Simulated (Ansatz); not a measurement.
## Changed inputs in constrained RPA: KRuO3 (cubic perovskite) (Pm-3m)

Wanted: the sensitivity and cost of U and J for KRuO3 (cubic perovskite) (Pm-3m).

Calculated with Ansatz 0.2.0; constrained RPA on LDA, plane waves, PAW.

The structure was built from a prototype and need not be the compound's stable phase.

**1. The structure**

It takes space group Pm-3m (No. 221, cubic). The conventional cell has a = 3.815 Å, b = 3.815 Å, c = 3.815 Å, α = 90.00°, β = 90.00°, γ = 90.00°. K has 12 O at 2.70 Å nearest. Nearest to Ru lie 6 O at 1.91 Å. O has 2 Ru at 1.91 Å and 4 K at 2.70 Å nearest. Farther neighbours and most contacts between anions are not listed.

As a file:

```cif
data_structure
_symmetry_space_group_name_H-M 'P 1'
_symmetry_Int_Tables_number 1
_cell_length_a 3.8149
_cell_length_b 3.8149
_cell_length_c 3.8149
_cell_angle_alpha 90.000
_cell_angle_beta 90.000
_cell_angle_gamma 90.000
_cell_volume 55.52
loop_
_atom_site_label
_atom_site_type_symbol
_atom_site_fract_x
_atom_site_fract_y
_atom_site_fract_z
_atom_site_occupancy
K1 K 0.00000 0.00000 0.00000 1
Ru2 Ru 0.50000 0.50000 0.50000 1
O3 O 0.50000 0.50000 0.00000 1
O4 O 0.50000 0.00000 0.50000 1
O5 O 0.00000 0.50000 0.50000 1
```

The structure was relaxed with LDA. The structure type comes from a generator and need not be one that this composition takes. The structure was generated from a model, not taken from a measurement. The runs that relaxed it are not among those shown. The program's search for lower electronic states was switched off, so nothing shows that the state found is the lowest. The default PAW set here is soft_2. Its files were made with PBE.

**2. Base: Ru d + anion p, bands v11 to c3, 4×4×4 mesh, medium accuracy**

Constrained RPA screens the interaction with every transition except those inside the target bands, which a later many-body model would treat itself.

input.yaml

```yaml
crystal:
  lattice:
    - [0.0, -3.81486053, 0.0]
    - [0.0, 0.0, 3.81486053]
    - [-3.81486053, 0.0, 0.0]
  atoms:
    - { symbol: K, position: [0.0, 0.0, 0.0] }
    - { symbol: Ru, position: [0.5, 0.5, 0.5] }
    - { symbol: O, position: [0.5, 0.5, 0.0] }
    - { symbol: O, position: [0.5, 0.0, 0.5] }
    - { symbol: O, position: [0.0, 0.5, 0.5] }
kpoints:
  mp_grid: { grid: [8, 8, 8] }
hamiltonian:
  xc: lda
scf:
  occupations: { method: gaussian, width: 0.08 }
  n_extra_bands: 19
  max_iter: 150
  lower_state_search: "off"
output:
  crpa:
    kmesh: [4, 4, 4]
    target_bands: [v11, c3]
    projections: [{ species: Ru, l: d, shell: 4 }, { species: O, l: p, shell: 2 }]
  local_orbitals:
    kmesh: [8, 8, 8]
    orbitals: [{ species: Ru, l: d, shell: 4 }, { species: O, l: p, shell: 2 }]
    window: { bands: [v11, c3] }
    seedname: lo
```

Started as:

```
$ ansatz run input.yaml --threads 4 --pin off --max-ram 9216MiB --backend cpu --events-out ev --progress --plain --runs-dir out
```

Numbers of over 12 decimals in the logs are rounded to 6 here.

The program printed:

```text
scf.n_extra_bands = 19 over 22 filled bands (N_el = 43.0): the run solves 41 bands
Engine: ansatz 0.2.0, aarch64-unknown-linux-gnu
Pseudopotentials: kind: paw
Pseudopotential: K, paw, valence charge 9, recommended cutoff 420 eV (normal), K.paw.azcp
Pseudopotential: Ru, paw, valence charge 16, recommended cutoff 420 eV (normal), Ru.paw.azcp
Pseudopotential: O, paw, valence charge 6, recommended cutoff 420 eV (normal), O.paw.azcp
Functional definition: SPW92
  exchange = slater_x
  correlation = pw_c
Crystal: 5 atoms, lattice volume = 55.518 Å³
Basis set: ecut = 420 eV, 1045 PW (Γ)
Bands: 41, of which v1, the nominal top of the filled ones, is band 22 counted from 1 (21 counted from 0)
Symmetry: 48 space group operations
Space group: Pm-3m (ITA 221), of the structure as read, at distance tolerance 3.8e-5 Å
k-points: 35 of 512
Non-local potential: K, projectors of the file, l = 0: 3, l = 1: 2, l = 2: 2
Non-local potential: Ru, projectors of the file, l = 0: 3, l = 1: 2, l = 2: 2, l = 3: 1
Non-local potential: O, projectors of the file, l = 0: 2, l = 1: 2, l = 2: 1
PAW form: soft (Blöchl's): semilocal exchange-correlation on the pseudo side does not see the compensation charge
PAW frozen core: K, regenerated for the run's functional, and the local potential with it (the file was generated under x = pbe(κ = 0.804, μ = 0.219515), c = pbe(β = 0.066725))
PAW frozen core: Ru, regenerated for the run's functional, and the local potential with it (the file was generated under x = pbe(κ = 0.804, μ = 0.219515), c = pbe(β = 0.066725))
PAW frozen core: O, regenerated for the run's functional, and the local potential with it (the file was generated under x = pbe(κ = 0.804, μ = 0.219515), c = pbe(β = 0.066725))
PAW one-centre angular grid: K, 110 points (default); XC on 64 Gauss nodes
PAW one-centre angular grid: Ru, 590 points (default); XC on 64 Gauss nodes
PAW one-centre angular grid: O, 110 points (default); XC on 64 Gauss nodes
Initial density: superposition of atomic densities (neutral atoms: chi_scale 0, normalization atom), corrected by the library's trained network
Initial wavefunctions: pseudopotential atomic-orbital guess
Functional: x = slater, c = lda
SCF iter   1: F=—  HF=-8919.290616 eV  |F-HF|=—  |Δ(HF+E_count)|=         —  Δρ=1.29e-2  dr2=6.14e-2  ethr=1.77e-3  ⟨swp⟩=5.3  Hψ=6411  notcnv=0  defer=277
preconditioner: auto → LDOS  [metal: Δε(μ)=0.011 eV  Ē_g=21.454 eV  σ=0.080 eV  W_gap=0.08  n_scr=18 (ndim 8)  ℏωp=29.5 eV  f_vac=0.013  D(μ)=7.41/eV (n_scr^D=92)  β→1.0]
SCF iter   2: F=—  HF=-8919.270374 eV  |F-HF|=—  |Δ(HF+E_count)|=   2.02e-2  Δρ=4.66e-3  dr2=8.35e-3  ethr=1.43e-4  ⟨swp⟩=2.2  Hψ=2744  notcnv=0  defer=382
[...]
Fermi energy:    11.323589 eV
--- Per-component energies (eV) ---
  E_band       = -262.441388
  E_kinetic    = 1288.246049
  E_local      = -3263.033298  (includes V_loc(G=0)·N_el)
  E_nonlocal   = 511.719861
  E_hartree    = 1121.771594
  E_xc         = -538.941076
  E_vxc        = -680.726481  (∫ρ·V_xc dr)
  E_paw        = -4523.371562  (= ΣΔE_a)
  E_vpaw       = -362.191192  (= ΣTr[D̂ρ^β])
  E_aug_tail   = 0.007130  (compensation charges beyond the density's cutoff)
  E_ewald      = -3516.762753
  E_core_change = 1.119949  (= ΣΔE_core)
  E_smearing   = -0.023875  (= −TS)
  E_closure    = -0.000000  (closes the sum)
  Σ components = -8919.267981   (vs F -8919.267981, Δ=0.00e0)
--- Band table (eV; the first three rows and the last of 35) ---
  k-point 0: bands = [... 18 lower, 8.5198, 8.5198, 8.9751, 8.9751, 8.9751, 11.3774, 11.3774, 17.6153, ... 15 higher]
  k-point 1: bands = [... 18 lower, 8.4302, 8.7653, 8.7653, 9.5359, 9.5359, 11.3794, 12.3447, 17.9326, ... 15 higher]
  k-point 2: bands = [... 18 lower, 8.2141, 8.7147, 8.7147, 10.5345, 10.5345, 11.3838, 13.7664, 18.6297, ... 15 higher]
  k-point 34: bands = [... 18 lower, 9.7650, 9.7650, 12.3080, 12.3080, 12.3080, 17.8187, 17.8187, 19.0944, ... 15 higher]
--- cRPA (band scheme, projected local orbitals): target bands 12..25 (1-based), 14 Wannier function(s), 4×4×4 mesh, 50 bands' worth read of 55 solved, ecut_chi 136.0 eV, v(q+G=0) probe_charge, pair densities all_electron ---
  bands read: the sum over 50 bands ends inside a degenerate multiplet in 9 slots, whose members it reads at an even weight; the widest, k=10: bands 50 to 51 (counted from 1) at 1/2 each
  χ-basis size per q: N_G = 192..211
  window electrons = 21.0000, filled by tetrahedron_uncorrected; constrained ε̄⁻¹(q = 0, 0) head = 0.427034; min gauge Gram eig = 0.7474
  Kanamori averages over each shell's own Wannier functions (sites counted from 0, functions from 1):
  Each shell's averages of U are screened by what lies outside the whole window alone: parameters of one model of all the shells.
    Site 1, 4D, 5 of 5 d orbitals (Wannier functions 1, 2, 3, 4, 5; wannier90's mr 1, 2, 3, 4, 5):
      screened: U = 9.0300 eV, U' = 7.9621 eV, J = 0.5303 eV
      screened, to within: U = 1.6e-2 eV, U' = 1.6e-2 eV, J = 8.6e-4 eV
      bare: V = 17.3556 eV, V' = 15.9835 eV, J = 0.6735 eV
    Site 2, 2P, 3 of 3 p orbitals (Wannier functions 6, 7, 8; wannier90's mr 1, 2, 3):
      screened: U = 8.9155 eV, U' = 7.4022 eV, J = 0.7657 eV
      screened, to within: U = 1.6e-2 eV, U' = 1.6e-2 eV, J = 1.2e-3 eV
      bare: V = 19.7638 eV, V' = 17.8618 eV, J = 0.9586 eV
    Site 3, 2P, 3 of 3 p orbitals (Wannier functions 9, 10, 11; wannier90's mr 1, 2, 3):
      screened: U = 8.9155 eV, U' = 7.4022 eV, J = 0.7657 eV
      screened, to within: U = 1.6e-2 eV, U' = 1.6e-2 eV, J = 1.2e-3 eV
      bare: V = 19.7638 eV, V' = 17.8618 eV, J = 0.9586 eV
    Site 4, 2P, 3 of 3 p orbitals (Wannier functions 12, 13, 14; wannier90's mr 1, 2, 3):
      screened: U = 8.9155 eV, U' = 7.4022 eV, J = 0.7657 eV
      screened, to within: U = 1.6e-2 eV, U' = 1.6e-2 eV, J = 1.2e-3 eV
      bare: V = 19.7638 eV, V' = 17.8618 eV, J = 0.9586 eV
  Hermiticity witness max|P − P†| over intra, direct and exchange elements: 1.42e-14 eV (screened), 5.55e-17 eV (bare)
  Reality witness max|Im| over intra, direct and exchange elements: 2.85e-8 eV (screened), 3.29e-9 eV (bare)
[key lines of the parts left out:]
SCF converged after 8 iterations
Free energy (F): -8919.267981 eV
```

Elapsed: 2.2 min, on 4 threads of Arm Neoverse V2, shared host; peak memory 0.65 GiB; 8.2 min of CPU time.

The column dr2 measures how far the density is from self-consistency, as an energy; F and HF (Harris–Foulkes) agree once it is small.

This step gave:

| Quantity | Value |
| --- | --- |
| U | 9.030 eV |
| U prime (inter-orbital) | 7.962 eV |
| J | 0.5303 eV |
| bare V | 17.36 eV |
| bare J | 0.6735 eV |
| stated bound on U | 0.01575 eV |
| U over bare V | 0.5203 |
| electrons in the window | 21.00 |
| head of the constrained inverse dielectric matrix | 0.4270 |
| least eigenvalue of the projection's overlap | 0.7474 |
| target functions | 14 |
| bands in the sums | 50 |
| r.m.s. miss of the model bands | 2.05e-4 eV |
| width of the target bands | 15.25 eV |
| weight of the projected orbitals in the window | 0.9434 |

On the Ru d shell, screening brings the on-site interaction from 17.4 eV down to U = 9.03 eV.

**3. Changed: 2×2×2 mesh**

input.yaml, the sections that differ from step 2:

```yaml
output:
  crpa:
    kmesh: [2, 2, 2]
    target_bands: [v11, c3]
    projections: [{ species: Ru, l: d, shell: 4 }, { species: O, l: p, shell: 2 }]
# crystal, kpoints, hamiltonian, scf: as in step 2
```

The program printed:

```text
[...]
Crystal: 5 atoms, lattice volume = 55.518 Å³
Basis set: ecut = 420 eV, 1045 PW (Γ)
Bands: 41, of which v1, the nominal top of the filled ones, is band 22 counted from 1 (21 counted from 0)
Symmetry: 48 space group operations
[...]
k-points: 35 of 512
[...]
SCF iter   1: F=—  HF=-8919.290616 eV  |F-HF|=—  |Δ(HF+E_count)|=         —  Δρ=1.29e-2  dr2=6.14e-2  ethr=1.77e-3  ⟨swp⟩=5.3  Hψ=6411  notcnv=0  defer=277
[...]
SCF iter   8: F=-8919.267981 eV  HF=-8919.267981 eV  |F-HF|=2.73e-8  |Δ(HF+E_count)|=   3.02e-8  Δρ=9.03e-6  dr2=3.45e-8  ethr=2.33e-10  ⟨swp⟩=9.0  Hψ=7085  notcnv=0
SCF 1 converged in 8 iterations: F = -8919.267981 eV  dr2 = 3.45e-8
[...]
NSCF: frozen V_eff on 4 k-points
[...]
cRPA screening: q 1/8
cRPA screening: q 2/8
cRPA screening: q 5/8 (q-point 4)
cRPA screening: q 8/8
SCF converged after 8 iterations
Free energy (F): -8919.267981 eV
[...]
χ-basis size per q: N_G = 192..208
[...]
screened: U = 9.0168 eV, U' = 7.9420 eV, J = 0.5346 eV
      screened, to within: U = 1.5e-2 eV, U' = 1.5e-2 eV, J = 8.6e-4 eV
      bare: V = 17.5268 eV, V' = 16.1480 eV, J = 0.6780 eV
    Site 2, 2P, 3 of 3 p orbitals (Wannier functions 6, 7, 8; wannier90's mr 1, 2, 3):
      screened: U = 8.8765 eV, U' = 7.3545 eV, J = 0.7691 eV
      screened, to within: U = 1.5e-2 eV, U' = 1.5e-2 eV, J = 1.3e-3 eV
      bare: V = 19.9489 eV, V' = 18.0365 eV, J = 0.9624 eV
    Site 3, 2P, 3 of 3 p orbitals (Wannier functions 9, 10, 11; wannier90's mr 1, 2, 3):
      screened: U = 8.8765 eV, U' = 7.3545 eV, J = 0.7691 eV
      screened, to within: U = 1.5e-2 eV, U' = 1.5e-2 eV, J = 1.3e-3 eV
      bare: V = 19.9489 eV, V' = 18.0365 eV, J = 0.9624 eV
    Site 4, 2P, 3 of 3 p orbitals (Wannier functions 12, 13, 14; wannier90's mr 1, 2, 3):
      screened: U = 8.8765 eV, U' = 7.3545 eV, J = 0.7691 eV
      screened, to within: U = 1.5e-2 eV, U' = 1.5e-2 eV, J = 1.3e-3 eV
      bare: V = 19.9489 eV, V' = 18.0365 eV, J = 0.9624 eV
[...]
[key lines of the parts left out:]
Fermi energy:    11.323589 eV
```

Run time: 11 s. Hardware: 4 threads; peak memory 0.54 GiB.

Numbers from this step:

```
U                                                 : 9.017 eV
U prime (inter-orbital)                           : 7.942 eV
J                                                 : 0.5346 eV
bare V                                            : 17.53 eV
bare J                                            : 0.6780 eV
stated bound on U                                 : 0.01423 eV
U over bare V                                     : 0.5145
electrons in the window                           : 21.00
head of the constrained inverse dielectric matrix : 0.4065
least eigenvalue of the projection's overlap      : 0.7474
target functions                                  : 14
bands in the sums                                 : 50
width of the target bands                         : 15.25 eV
weight of the projected orbitals in the window    : 0.9434
```

On the Ru d shell, screening brings the on-site interaction from 17.5 eV down to U = 9.02 eV.

**4. Changed: sums over states**

input.yaml: that of step 3 with these lines changed.

```diff
@@ -22,4 +22,7 @@
   crpa:
-    kmesh: [2, 2, 2]
+    kmesh: [4, 4, 4]
     target_bands: [v11, c3]
     projections: [{ species: Ru, l: d, shell: 4 }, { species: O, l: p, shell: 2 }]
+    accuracy: sum_over_states
+    n_empty_bands: 22
+    ecut_chi: 70
```

The program printed:

```text
[...]
Crystal: 5 atoms, lattice volume = 55.518 Å³
Basis set: ecut = 420 eV, 1045 PW (Γ)
Bands: 41, of which v1, the nominal top of the filled ones, is band 22 counted from 1 (21 counted from 0)
Symmetry: 48 space group operations
[...]
k-points: 35 of 512
[...]
screened: U = 9.7108 eV, U' = 8.0742 eV, J = 0.8280 eV
      bare: V = 19.7638 eV, V' = 17.8618 eV, J = 0.9586 eV
    Site 3, 2P, 3 of 3 p orbitals (Wannier functions 9, 10, 11; wannier90's mr 1, 2, 3):
      screened: U = 9.7108 eV, U' = 8.0742 eV, J = 0.8280 eV
      bare: V = 19.7638 eV, V' = 17.8618 eV, J = 0.9586 eV
    Site 4, 2P, 3 of 3 p orbitals (Wannier functions 12, 13, 14; wannier90's mr 1, 2, 3):
      screened: U = 9.7108 eV, U' = 8.0742 eV, J = 0.8280 eV
      bare: V = 19.7638 eV, V' = 17.8618 eV, J = 0.9586 eV
[...]
[key lines of the parts left out:]
SCF converged after 8 iterations
Free energy (F): -8919.267981 eV
Fermi energy:    11.323589 eV
```

Elapsed: 13 s, on 4 threads; peak memory 0.57 GiB; 47 s of CPU time.

This variant gives U = 10.20 eV against 9.03 eV. It is a finite sum over empty states with no bound on its error and stays out of the table below.

**5. Changed: accuracy low**

input.yaml: that of step 4 with these lines changed.

```diff
@@ -25,4 +25,2 @@
     projections: [{ species: Ru, l: d, shell: 4 }, { species: O, l: p, shell: 2 }]
-    accuracy: sum_over_states
-    n_empty_bands: 22
-    ecut_chi: 70
+    accuracy: low
```

The program printed:

```text
[...]
Crystal: 5 atoms, lattice volume = 55.518 Å³
Basis set: ecut = 420 eV, 1045 PW (Γ)
Bands: 41, of which v1, the nominal top of the filled ones, is band 22 counted from 1 (21 counted from 0)
Symmetry: 48 space group operations
[...]
k-points: 35 of 512
[...]
screened: U = 8.8845 eV, U' = 7.3749 eV, J = 0.7642 eV
      screened, to within: U = 1.7e-1 eV, U' = 1.7e-1 eV, J = 1.4e-2 eV
      bare: V = 19.7638 eV, V' = 17.8618 eV, J = 0.9586 eV
    Site 4, 2P, 3 of 3 p orbitals (Wannier functions 12, 13, 14; wannier90's mr 1, 2, 3):
      screened: U = 8.8845 eV, U' = 7.3749 eV, J = 0.7642 eV
      screened, to within: U = 1.7e-1 eV, U' = 1.7e-1 eV, J = 1.4e-2 eV
      bare: V = 19.7638 eV, V' = 17.8618 eV, J = 0.9586 eV
[...]
[key lines of the parts left out:]
SCF converged after 8 iterations
Free energy (F): -8919.267981 eV
Fermi energy:    11.323589 eV
```

The job ended after 59 s (4 threads; peak memory 0.6 GiB; 3.7 min of CPU time).

Numbers from this step:

| Property | Result |
| --- | --- |
| U | 8.991 eV |
| U prime (inter-orbital) | 7.927 eV |
| J | 0.5286 eV |
| bare V | 17.36 eV |
| bare J | 0.6735 eV |
| stated bound on U | 0.1785 eV |
| U over bare V | 0.5181 |
| electrons in the window | 21.00 |
| head of the constrained inverse dielectric matrix | 0.4268 |
| least eigenvalue of the projection's overlap | 0.7474 |
| target functions | 14 |
| bands in the sums | 50 |
| width of the target bands | 15.25 eV |
| weight of the projected orbitals in the window | 0.9434 |

On the Ru d shell, screening brings the on-site interaction from 17.4 eV down to U = 8.99 eV.

(Continued in part 2 of 2.)

[Paths, hosts, dates, memory and timing lines, banners, echoed tables and standing remarks are left out of the program output.]

[Logs are printed without paths, hosts, clocks, repeated set-up lines and the standing remarks that a program may print on its own settings, such as how far it seeks lower states.]

[Runs of the session that timed out or met a known fault of the program may be left out.]

[Hosts, paths, dates, database ids (printed as entryN), source tags and the programs' standing remarks are cut or masked in the printed files.]
